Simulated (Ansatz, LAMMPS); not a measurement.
# What went wrong? glassy 67P2O5-33MgO (mol %) (80 atoms)

Program: Ansatz 0.2.0. The cell: 20 P, 5 Mg and 55 O.

Contents of input.yaml:

```yaml
crystal:
  lattice:
    - [9.7256, 0.0, 0.0]
    - [0.0, 9.7256, 0.0]
    - [0.0, 0.0, 9.7256]
  atoms:
    - { symbol: P, position: [0.34611, 0.31192, 0.12942] }
    - { symbol: P, position: [0.08441, 0.00971, 0.93119] }
    - { symbol: P, position: [0.01987, 0.44546, 0.63396] }
    - { symbol: P, position: [0.59914, 0.41455, 0.2797] }
    - { symbol: P, position: [0.36659, 0.26711, 0.63473] }
    - { symbol: P, position: [0.53624, 0.04178, 0.50088] }
    - { symbol: P, position: [0.69095, 0.36019, 0.77072] }
    - { symbol: P, position: [0.25988, 0.63482, 0.34871] }
    - { symbol: P, position: [0.39576, 0.02197, 0.98771] }
    - { symbol: P, position: [0.3099, 0.57735, 0.65858] }
    - { symbol: P, position: [0.77689, 0.74254, 0.42792] }
    - { symbol: P, position: [0.32358, 0.57749, 0.97739] }
    - { symbol: P, position: [0.85629, 0.25178, 0.20618] }
    - { symbol: P, position: [0.08988, 0.93903, 0.62553] }
    - { symbol: P, position: [0.97892, 0.31176, 0.91021] }
    - { symbol: P, position: [0.49966, 0.82549, 0.73707] }
    - { symbol: P, position: [0.32154, 0.94115, 0.29206] }
    - { symbol: P, position: [0.77211, 0.66096, 0.72548] }
    [... 56 atom lines left out ...]
    - { symbol: O, position: [0.3019, 0.60268, 0.49757] }
    - { symbol: O, position: [0.04513, 0.44832, 0.94842] }
    - { symbol: O, position: [0.28827, 0.78805, 0.32927] }
    - { symbol: O, position: [0.76026, 0.73552, 0.58192] }
    - { symbol: O, position: [0.24141, 0.95707, 0.58547] }
    - { symbol: O, position: [0.91206, 0.27438, 0.06012] }
kpoints:
  mp_grid: { grid: [1, 1, 1] }
hamiltonian:
  xc: pbe
scf:
  occupations: { method: fermi_dirac, width: 0.025 }
  eigensolver: { kind: { support_functions: { accuracy: medium, radius: 3.0 } } }
  max_iter: 150
output:
  forces: true
  eigenvalues: true
```

Launch:

```bash
> ansatz run input.yaml --threads 4 --pin off --max-ram 8192MiB --backend cpu --events-out ev --progress --plain --runs-dir out
```

Log:

```text
Warning: scf.eigensolver.kind.support_functions: disabling space-group detection — the functions' gradient is summed over unrotated k-points, so no spatial operation reduces the k-mesh or symmetrises the density; time reversal is kept, so that k and −k are solved as one point where they differ and the mesh holds both, and exact exchange and, on two spinor components, a DFT+U term hold to it where the run has them: [...]
Warning: basis.ecutwfc = 464 eV, auto-derived: no grid that the accuracy of the support functions lays serves the files at the lower one that their records recommend; a deck with other species or settings can derive another value
settings of this run that can trade accuracy for cost: scf.eigensolver.kind.support_functions [...]
Engine: ansatz 0.2.0, x86_64-unknown-linux-gnu
Pseudopotentials: kind: paw
Pseudopotential: P, paw, valence charge 5, recommended cutoff 420 eV (normal), P.paw.azcp
Pseudopotential: Mg, paw, valence charge 10, recommended cutoff 420 eV (normal), Mg.paw.azcp
Pseudopotential: O, paw, valence charge 6, recommended cutoff 420 eV (normal), O.paw.azcp
[... 5 lines on functional and potentials left out ...]
Error: SCF: the radius of support functions is under 3.36 Å, the least for these sites at the functions' level (scf.eigensolver.kind.support_functions.accuracy). Use scf.eigensolver.kind: auto, or type scf.eigensolver.kind.support_functions.radius at least as long, [...]
```

Run time: 26 s. Hardware: 4 threads of AMD EPYC 9R45, shared host; peak memory 0.28 GiB; 8.5 s of CPU time.

**Question.** What is wrong with this input, and how is it mended?

A radius under the least that the level allows: support_functions.radius = 3.0.

The fix is to use a longer radius.

The run ended with an error.

[Logs are printed without paths, hosts, clocks, repeated set-up lines and the standing remarks that a program may print on its own settings, such as how far it seeks lower states.]

[Hosts, paths, dates, database ids (printed as entryN), source tags and the programs' standing remarks are cut or masked in the printed files.]
